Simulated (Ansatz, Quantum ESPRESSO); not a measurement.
# Evanescent states of Si, diamond type, lattice constant set to 5.47 Å, part 2 of 3

Aim: how fast states decay in the gap of Si, diamond type, lattice constant set to 5.47 Å.

Quantum ESPRESSO 7.5; plane-wave DFT, PBE, GBRV ultrasoft pseudopotentials; cross-check by Ansatz 0.2.0 with PAW datasets.

So far. Step 2 (Ground state): The run needed 8 iterations to bring the estimated error under 1e-09 Ry.

### Step 3. Complex bands with pwcond.x

Level of this step: complex band structure by pwcond; plane-wave DFT, PBE, GBRV ultrasoft pseudopotentials (Quantum ESPRESSO).

ikind = 0 solves one period of the crystal for all kz, real and complex, at each energy and k across. ewind and epsproj trim the two-dimensional plane-wave basis; nz1 sets the subslabs.

File cbs.in:

```
&inputcond
  outdir = './out'
  prefixl = 'scf'
  band_file = 'cbs'
  ikind = 0
  ewind = 4.0
  epsproj = 1e-05
  nz1 = 7
  energy0 = 4.48
  denergy = -0.16
/
4
  0.00000000 0.00000000 1.00000000
  0.50000000 0.00000000 1.00000000
  0.50000000 0.50000000 1.00000000
  0.25000000 0.00000000 1.00000000
41
```

Started as:

```console
$ OMP_NUM_THREADS=1 mpirun -n 2 pwcond.x -in cbs.in > cbs.out
```

The program printed:

```text
[banner, memory and clock lines left out]
Program PWCOND v.7.5 starts

          URL

     ./out/scf.save/

     IMPORTANT: XC functional enforced from input :
     Exchange-correlation= PBE
                           (   1   4   3   4   0   0   0)
     Any further DFT definition will be discarded
     Please, verify this is what you really want

     Reading collected, re-writing distributed wavefunctions

===== INPUT FILE containing the left lead =====

     GEOMETRY:

     lattice parameter (alat)  =       7.3092  a.u.
     the volume                =     552.2409 (a.u.)^3
     the cross section         =      53.4247 (a.u.)^2
     l of the unit cell        =       1.4142 (alat)
     number of atoms/cell      =            4
     number of atomic types    =            1

     crystal axes: (cart. coord. in units of alat)
               a(1) = (  1.0000  0.0000  0.0000 )
               a(2) = (  0.0000  1.0000  0.0000 )
               a(3) = (  0.0000  0.0000  1.4142 )

   Cartesian axes

     site n.     atom                  positions (alat units)
          1        Si     tau(  1)=(  0.0000  0.0000  1.4142  )
          2        Si     tau(  2)=(  0.5000  0.0000  0.3536  )
          3        Si     tau(  3)=(  0.5000  0.5000  0.7071  )
          4        Si     tau(  4)=(  0.0000  0.5000  1.0607  )

     nr1s                      =           30
     nr2s                      =           30
     nr3s                      =           45
     nr1sx                     =           30
     nr2sx                     =           30
     nr3sx                     =           45
     nr1                       =           36
     nr2                       =           36
     nr3                       =           48
     nr1x                      =           36
     nr2x                      =           36
     nr3x                      =           48

 _______________________________
  Radii of nonlocal spheres:

     type       ibeta     ang. mom.          radius (alat units)
       Si         1         0                    0.2358
       Si         2         0                    0.2358
       Si         3         1                    0.2358
       Si         4         1                    0.2358
       Si         5         2                    0.2358
       Si         6         2                    0.2358
----- General information -----

----- Complex band structure calculation -----

     nrx                       =           30
     nry                       =           30
     nz1                       =            7

     energy0               =         4.5E+00
     denergy               =        -1.6E-01
     nenergy               =         41
     ecut2d                =         4.0E+01
     ewind                 =         4.0E+00
     epsproj               =         1.0E-05

     number of k_|| points=    4
                       cryst. coord.
        k(    1) = (   0.0000000   0.0000000), wk =   0.2500000
        k(    2) = (   0.5000000   0.0000000), wk =   0.2500000
        k(    3) = (   0.5000000   0.5000000), wk =   0.2500000
        k(    4) = (   0.2500000   0.0000000), wk =   0.2500000
----- Information about left lead -----

     nocros                   =           18
     noins                    =           54
     norb                     =           90
     norbf                    =           90
     nrz                      =           45

      iorb      type   ibeta   ang. mom.   m       position (alat)
        1        1       1        0        1   taunew(   1)=(  0.0000  0.0000  0.0000)
        2        1       2        0        1   taunew(   2)=(  0.0000  0.0000  0.0000)
        3        1       3        1        1   taunew(   3)=(  0.0000  0.0000  0.0000)
        4        1       3        1        2   taunew(   4)=(  0.0000  0.0000  0.0000)
        5        1       3        1        3   taunew(   5)=(  0.0000  0.0000  0.0000)
        6        1       4        1        1   taunew(   6)=(  0.0000  0.0000  0.0000)
        7        1       4        1        2   taunew(   7)=(  0.0000  0.0000  0.0000)
        8        1       4        1        3   taunew(   8)=(  0.0000  0.0000  0.0000)
        9        1       5        2        1   taunew(   9)=(  0.0000  0.0000  0.0000)
       10        1       5        2        2   taunew(  10)=(  0.0000  0.0000  0.0000)
       11        1       5        2        3   taunew(  11)=(  0.0000  0.0000  0.0000)
       12        1       5        2        4   taunew(  12)=(  0.0000  0.0000  0.0000)
       13        1       5        2        5   taunew(  13)=(  0.0000  0.0000  0.0000)
       14        1       6        2        1   taunew(  14)=(  0.0000  0.0000  0.0000)
       15        1       6        2        2   taunew(  15)=(  0.0000  0.0000  0.0000)
       16        1       6        2        3   taunew(  16)=(  0.0000  0.0000  0.0000)
       17        1       6        2        4   taunew(  17)=(  0.0000  0.0000  0.0000)
       18        1       6        2        5   taunew(  18)=(  0.0000  0.0000  0.0000)
       19        1       1        0        1   taunew(  19)=(  0.5000  0.0000  0.3536)
       20        1       2        0        1   taunew(  20)=(  0.5000  0.0000  0.3536)
       21        1       3        1        1   taunew(  21)=(  0.5000  0.0000  0.3536)
       22        1       3        1        2   taunew(  22)=(  0.5000  0.0000  0.3536)
       23        1       3        1        3   taunew(  23)=(  0.5000  0.0000  0.3536)
       24        1       4        1        1   taunew(  24)=(  0.5000  0.0000  0.3536)
       25        1       4        1        2   taunew(  25)=(  0.5000  0.0000  0.3536)
       26        1       4        1        3   taunew(  26)=(  0.5000  0.0000  0.3536)
       27        1       5        2        1   taunew(  27)=(  0.5000  0.0000  0.3536)
       28        1       5        2        2   taunew(  28)=(  0.5000  0.0000  0.3536)
       29        1       5        2        3   taunew(  29)=(  0.5000  0.0000  0.3536)
       30        1       5        2        4   taunew(  30)=(  0.5000  0.0000  0.3536)
       31        1       5        2        5   taunew(  31)=(  0.5000  0.0000  0.3536)
       32        1       6        2        1   taunew(  32)=(  0.5000  0.0000  0.3536)
       33        1       6        2        2   taunew(  33)=(  0.5000  0.0000  0.3536)
       34        1       6        2        3   taunew(  34)=(  0.5000  0.0000  0.3536)
       35        1       6        2        4   taunew(  35)=(  0.5000  0.0000  0.3536)
       36        1       6        2        5   taunew(  36)=(  0.5000  0.0000  0.3536)
       37        1       1        0        1   taunew(  37)=(  0.5000  0.5000  0.7071)
       38        1       2        0        1   taunew(  38)=(  0.5000  0.5000  0.7071)
       39        1       3        1        1   taunew(  39)=(  0.5000  0.5000  0.7071)
       40        1       3        1        2   taunew(  40)=(  0.5000  0.5000  0.7071)
       41        1       3        1        3   taunew(  41)=(  0.5000  0.5000  0.7071)
       42        1       4        1        1   taunew(  42)=(  0.5000  0.5000  0.7071)
       43        1       4        1        2   taunew(  43)=(  0.5000  0.5000  0.7071)
       44        1       4        1        3   taunew(  44)=(  0.5000  0.5000  0.7071)
       45        1       5        2        1   taunew(  45)=(  0.5000  0.5000  0.7071)
       46        1       5        2        2   taunew(  46)=(  0.5000  0.5000  0.7071)
       47        1       5        2        3   taunew(  47)=(  0.5000  0.5000  0.7071)
       48        1       5        2        4   taunew(  48)=(  0.5000  0.5000  0.7071)
       49        1       5        2        5   taunew(  49)=(  0.5000  0.5000  0.7071)
       50        1       6        2        1   taunew(  50)=(  0.5000  0.5000  0.7071)
       51        1       6        2        2   taunew(  51)=(  0.5000  0.5000  0.7071)
       52        1       6        2        3   taunew(  52)=(  0.5000  0.5000  0.7071)
       53        1       6        2        4   taunew(  53)=(  0.5000  0.5000  0.7071)
       54        1       6        2        5   taunew(  54)=(  0.5000  0.5000  0.7071)
       55        1       1        0        1   taunew(  55)=(  0.0000  0.5000  1.0607)
       56        1       2        0        1   taunew(  56)=(  0.0000  0.5000  1.0607)
       57        1       3        1        1   taunew(  57)=(  0.0000  0.5000  1.0607)
       58        1       3        1        2   taunew(  58)=(  0.0000  0.5000  1.0607)
       59        1       3        1        3   taunew(  59)=(  0.0000  0.5000  1.0607)
       60        1       4        1        1   taunew(  60)=(  0.0000  0.5000  1.0607)
       61        1       4        1        2   taunew(  61)=(  0.0000  0.5000  1.0607)
       62        1       4        1        3   taunew(  62)=(  0.0000  0.5000  1.0607)
       63        1       5        2        1   taunew(  63)=(  0.0000  0.5000  1.0607)
       64        1       5        2        2   taunew(  64)=(  0.0000  0.5000  1.0607)
       65        1       5        2        3   taunew(  65)=(  0.0000  0.5000  1.0607)
       66        1       5        2        4   taunew(  66)=(  0.0000  0.5000  1.0607)
       67        1       5        2        5   taunew(  67)=(  0.0000  0.5000  1.0607)
       68        1       6        2        1   taunew(  68)=(  0.0000  0.5000  1.0607)
       69        1       6        2        2   taunew(  69)=(  0.0000  0.5000  1.0607)
       70        1       6        2        3   taunew(  70)=(  0.0000  0.5000  1.0607)
       71        1       6        2        4   taunew(  71)=(  0.0000  0.5000  1.0607)
       72        1       6        2        5   taunew(  72)=(  0.0000  0.5000  1.0607)
       73        1       1        0        1   taunew(  73)=(  0.0000  0.0000  1.4142)
       74        1       2        0        1   taunew(  74)=(  0.0000  0.0000  1.4142)
       75        1       3        1        1   taunew(  75)=(  0.0000  0.0000  1.4142)
       76        1       3        1        2   taunew(  76)=(  0.0000  0.0000  1.4142)
       77        1       3        1        3   taunew(  77)=(  0.0000  0.0000  1.4142)
       78        1       4        1        1   taunew(  78)=(  0.0000  0.0000  1.4142)
       79        1       4        1        2   taunew(  79)=(  0.0000  0.0000  1.4142)
       80        1       4        1        3   taunew(  80)=(  0.0000  0.0000  1.4142)
       81        1       5        2        1   taunew(  81)=(  0.0000  0.0000  1.4142)
       82        1       5        2        2   taunew(  82)=(  0.0000  0.0000  1.4142)
       83        1       5        2        3   taunew(  83)=(  0.0000  0.0000  1.4142)
       84        1       5        2        4   taunew(  84)=(  0.0000  0.0000  1.4142)
       85        1       5        2        5   taunew(  85)=(  0.0000  0.0000  1.4142)
       86        1       6        2        1   taunew(  86)=(  0.0000  0.0000  1.4142)
       87        1       6        2        2   taunew(  87)=(  0.0000  0.0000  1.4142)
       88        1       6        2        3   taunew(  88)=(  0.0000  0.0000  1.4142)
       89        1       6        2        4   taunew(  89)=(  0.0000  0.0000  1.4142)
       90        1       6        2        5   taunew(  90)=(  0.0000  0.0000  1.4142)
 ngper, shell number =          177          27
 ngper, n2d =          177         118
---  E-Ef =    4.4800000  k =    0.0000000   0.0000000
---  ie =          1  ik =          1
 Nchannels of the left tip =            2
 Right moving states:
   k1(2pi/a)   k2(2pi/a)   E-Ef (eV)
   0.3559050   0.0000000   4.4800000
   0.3559050   0.0000000   4.4800000
 Left moving states:
   k1(2pi/a)   k2(2pi/a)   E-Ef (eV)
  -0.3559050   0.0000000   4.4800000
  -0.3559050   0.0000000   4.4800000

---  E-Ef =    4.3200000  k =    0.0000000   0.0000000
---  ie =          2  ik =          1
 Nchannels of the left tip =            2
 Right moving states:
   k1(2pi/a)   k2(2pi/a)   E-Ef (eV)
   0.3358226   0.0000000   4.3200000
   0.3358226   0.0000000   4.3200000
 Left moving states:
   k1(2pi/a)   k2(2pi/a)   E-Ef (eV)
  -0.3358275   0.0000000   4.3200000
  -0.3358275   0.0000000   4.3200000
[... further energies and points left out ...]
---  E-Ef =   -1.7600000  k =    0.2500000   0.0000000
---  ie =         40  ik =          4
 Nchannels of the left tip =            2
 Right moving states:
   k1(2pi/a)   k2(2pi/a)   E-Ef (eV)
   0.4290108   0.0000000  -1.7600000
  -0.4927356   0.0000000  -1.7600000
 Left moving states:
   k1(2pi/a)   k2(2pi/a)   E-Ef (eV)
  -0.4290108  -0.0000000  -1.7600000
   0.4927356  -0.0000000  -1.7600000

---  E-Ef =   -1.9200000  k =    0.2500000   0.0000000
---  ie =         41  ik =          4
 Nchannels of the left tip =            2
 Right moving states:
   k1(2pi/a)   k2(2pi/a)   E-Ef (eV)
   0.3667709   0.0000000  -1.9200000
   0.4841855   0.0000000  -1.9200000
 Left moving states:
   k1(2pi/a)   k2(2pi/a)   E-Ef (eV)
  -0.3667709   0.0000000  -1.9200000
  -0.4841855  -0.0000000  -1.9200000

Note: The following floating-point exceptions are signalling: IEEE_UNDERFLOW_FLAG
Note: The following floating-point exceptions are signalling: IEEE_UNDERFLOW_FLAG
```

Run time: 2.8 min. Hardware: 2 MPI ranks of Arm Neoverse V2, shared host; peak memory 0.14 GiB.

This step gave:

| Property | Result |
| --- | --- |
| peak of the smallest κ at the zone centre | 0.13 Å⁻¹ |
| peak of the smallest κ at (1/2, 0) | 0.169 Å⁻¹ |
| peak of the smallest κ at (1/4, 0) | 0.177 Å⁻¹ |

K across = (0, 0) in the cell's reciprocal vectors; values within 0.0025 1/Å of each other count once, columns are sorted by size at each energy, a dash where no further value was kept. Im kz of the slowest decaying states against energy, zero at the highest filled level of the SCF mesh:

```csv
energy (eV),decay 1 (Å⁻¹),decay 2 (Å⁻¹),decay 3 (Å⁻¹)
-1.92,0.784,1.62,1.73
-1.60,0.734,1.60,1.71
-1.28,0.679,1.57,1.68
-0.96,0.62,1.54,1.65
-0.64,0.554,1.51,1.63
-0.32,0.48,1.49,1.60
-0.16,0.437,1.47,1.58
0.00,0.005,0.39,-
0.16,0.08,0.102,0.336
0.48,0.13,0.161,0.184
0.80,0.156,0.188,1.38
1.12,0.171,0.198,1.35
1.44,0.178,0.195,1.31
1.76,0.177,1.28,1.41
2.08,0.149,0.168,1.25
2.40,0.09,0.151,1.21
2.72,0.12,0.138,1.17
2.88,0.095,0.188,1.15
3.20,0.249,1.11,1.27
3.52,0.287,1.07,1.24
3.84,0.311,1.03,1.21
4.16,0.327,0.99,1.18
4.48,0.072,0.336,0.945
```

K across = (0, 0) in the cell's reciprocal vectors. Re kz of states that move upwards against energy, zero at the highest filled level of the SCF mesh:

```csv
energy (eV),channel 1 (Å⁻¹),channel 2 (Å⁻¹),channel 3 (Å⁻¹),channel 4 (Å⁻¹)
-1.92,-0.364,0.552,0.552,-
-1.60,-0.500,-0.500,-0.321,-
-1.44,-0.455,-0.455,-0.299,-
-1.12,-0.371,-0.371,-0.254,-
-0.96,-0.331,-0.331,-0.230,-
-0.64,-0.250,-0.250,-0.180,-
-0.32,-0.163,-0.163,-0.121,-
-0.16,-0.111,-0.111,-0.0833,-
0.00,-,-,-,-
0.16,-,-,-,-
0.32,-,-,-,-
0.64,-0.107,0.266,-,-
0.96,0.101,0.492,-,-
1.12,0.159,0.561,-,-
1.44,-0.472,0.252,-,-
1.60,-0.420,0.291,-,-
1.92,-0.318,0.361,-,-
2.24,-0.210,0.423,-,-
2.40,-0.143,0.452,-,-
2.72,0.0975,0.0975,0.507,-
2.88,0.140,0.140,0.533,-
3.20,-0.565,0.0611,0.206,0.206
3.52,-0.514,0.142,0.263,0.263
3.68,-0.489,0.173,0.289,0.289
4.00,-0.432,0.236,0.338,0.338
4.16,-0.396,0.273,0.362,0.362
4.48,0.409,0.409,-,-
```

K across = (1/2, 0) in the cell's reciprocal vectors; values within 0.0025 1/Å of each other count once, columns are sorted by size at each energy, a dash where no further value was kept. The Im kz of the slowest decaying states by energy, zero at the highest filled level of the SCF mesh:

```csv
energy (eV),decay 1 (Å⁻¹),decay 2 (Å⁻¹),decay 3 (Å⁻¹)
-1.92,0.633,1.1,1.89
-1.76,0.568,1.08,1.88
-1.44,0.355,1.04,1.85
-1.28,1.02,1.84,-
-0.96,0.093,0.373,0.981
-0.80,0.118,0.439,0.96
-0.64,0.136,0.478,0.939
-0.32,0.158,0.52,0.895
-0.16,0.164,0.53,0.872
0.00,0.168,0.536,0.848
0.32,0.168,0.538,0.799
0.48,0.164,0.536,0.773
0.80,0.149,0.524,0.719
0.96,0.136,0.515,0.69
1.12,0.117,0.505,0.659
1.44,0.033,0.48,0.592
1.60,0.465,0.554,1.61
1.76,0.448,0.513,1.59
2.08,0.409,1.56,2.26
2.24,0.335,0.386,1.55
2.56,0.163,0.332,1.52
2.72,0.188,0.299,1.50
2.88,0.191,0.261,1.49
3.20,0.151,0.154,1.46
3.36,0.081,1.44,2.18
3.52,0.233,1.43,2.17
3.84,0.304,1.39,2.15
4.00,0.321,1.38,2.14
4.32,0.342,1.34,2.12
4.48,0.347,1.32,2.11
```

K across = (1/2, 1/2) in the cell's reciprocal vectors; values within 0.0025 1/Å of each other count once, columns are sorted by size at each energy, a dash where no further value was kept. Table of Im kz of the slowest decaying states by energy, zero at the highest filled level of the SCF mesh:

```csv
energy (eV),decay 1 (Å⁻¹),decay 2 (Å⁻¹),decay 3 (Å⁻¹)
-1.92,0.231,2.07,-
-1.76,0.239,2.06,-
-1.44,0.248,2.04,-
-1.28,0.249,2.03,-
-0.96,0.246,2.00,-
-0.80,0.241,1.99,-
-0.64,0.235,1.98,-
-0.32,0.217,1.96,-
-0.16,0.204,1.95,1.95
0.00,0.189,1.93,1.94
0.32,0.149,1.90,1.92
0.48,0.121,1.89,1.91
0.80,1.86,1.89,-
0.96,1.85,1.88,-
1.12,1.84,1.87,-
1.44,1.81,1.85,-
1.60,1.80,1.84,-
1.76,1.79,1.82,-
2.08,1.76,1.80,-
2.24,1.75,1.79,-
2.56,1.72,1.76,-
2.72,1.70,1.75,-
2.88,1.69,1.74,-
3.20,1.66,1.72,-
3.36,1.65,1.70,-
3.52,1.63,1.69,-
3.84,1.60,1.66,-
4.00,1.59,1.65,-
4.32,0.016,1.56,1.62
4.48,0.03,1.54,1.61
```

K across = (1/4, 0) in the cell's reciprocal vectors; values within 0.0025 1/Å of each other count once, columns are sorted by size at each energy, a dash where no further value was kept. The Im kz of the slowest decaying states by energy, zero at the highest filled level of the SCF mesh:

```csv
energy (eV),decay 1 (Å⁻¹),decay 2 (Å⁻¹),decay 3 (Å⁻¹)
-1.92,0.083,0.87,1.25
-1.76,0.066,0.847,1.23
-1.44,0.801,1.19,1.26
-1.28,0.777,1.17,1.24
-0.96,0.727,1.14,1.20
-0.80,0.7,1.11,1.18
-0.64,0.068,0.673,1.09
-0.32,0.13,0.614,1.05
-0.16,0.137,0.147,0.583
0.00,0.159,0.199,0.55
0.32,0.173,0.271,0.476
0.48,0.176,0.295,0.434
0.80,0.176,0.329,0.332
0.96,0.171,0.266,0.341
1.12,0.164,0.175,0.35
1.44,0.14,0.36,0.788
1.60,0.121,0.361,0.761
1.76,0.092,0.359,0.734
2.08,0.346,0.678,0.75
2.24,0.333,0.651,0.719
2.56,0.101,0.289,0.598
2.72,0.11,0.253,0.573
2.88,0.108,0.201,0.551
3.20,0.042,0.058,0.496
3.36,0.45,0.495,0.827
3.52,0.398,0.479,0.801
3.84,0.16,0.269,0.451
4.00,0.174,0.197,0.437
4.32,0.253,0.409,0.646
4.48,0.278,0.394,0.6
```

[end of part 2 of 3]

[Logs are printed without paths, hosts, clocks, repeated set-up lines and the standing remarks that a program may print on its own settings, such as how far it seeks lower states.]

[Hosts, paths, dates, database ids (printed as entryN), source tags and the programs' standing remarks are cut or masked in the printed files.]

[Maps of the electrostatic potential energy from Ansatz leave out the sawtooth potential of an applied field or a dipole correction, so their vacuum need not be flat; planar profiles and work functions include it.]
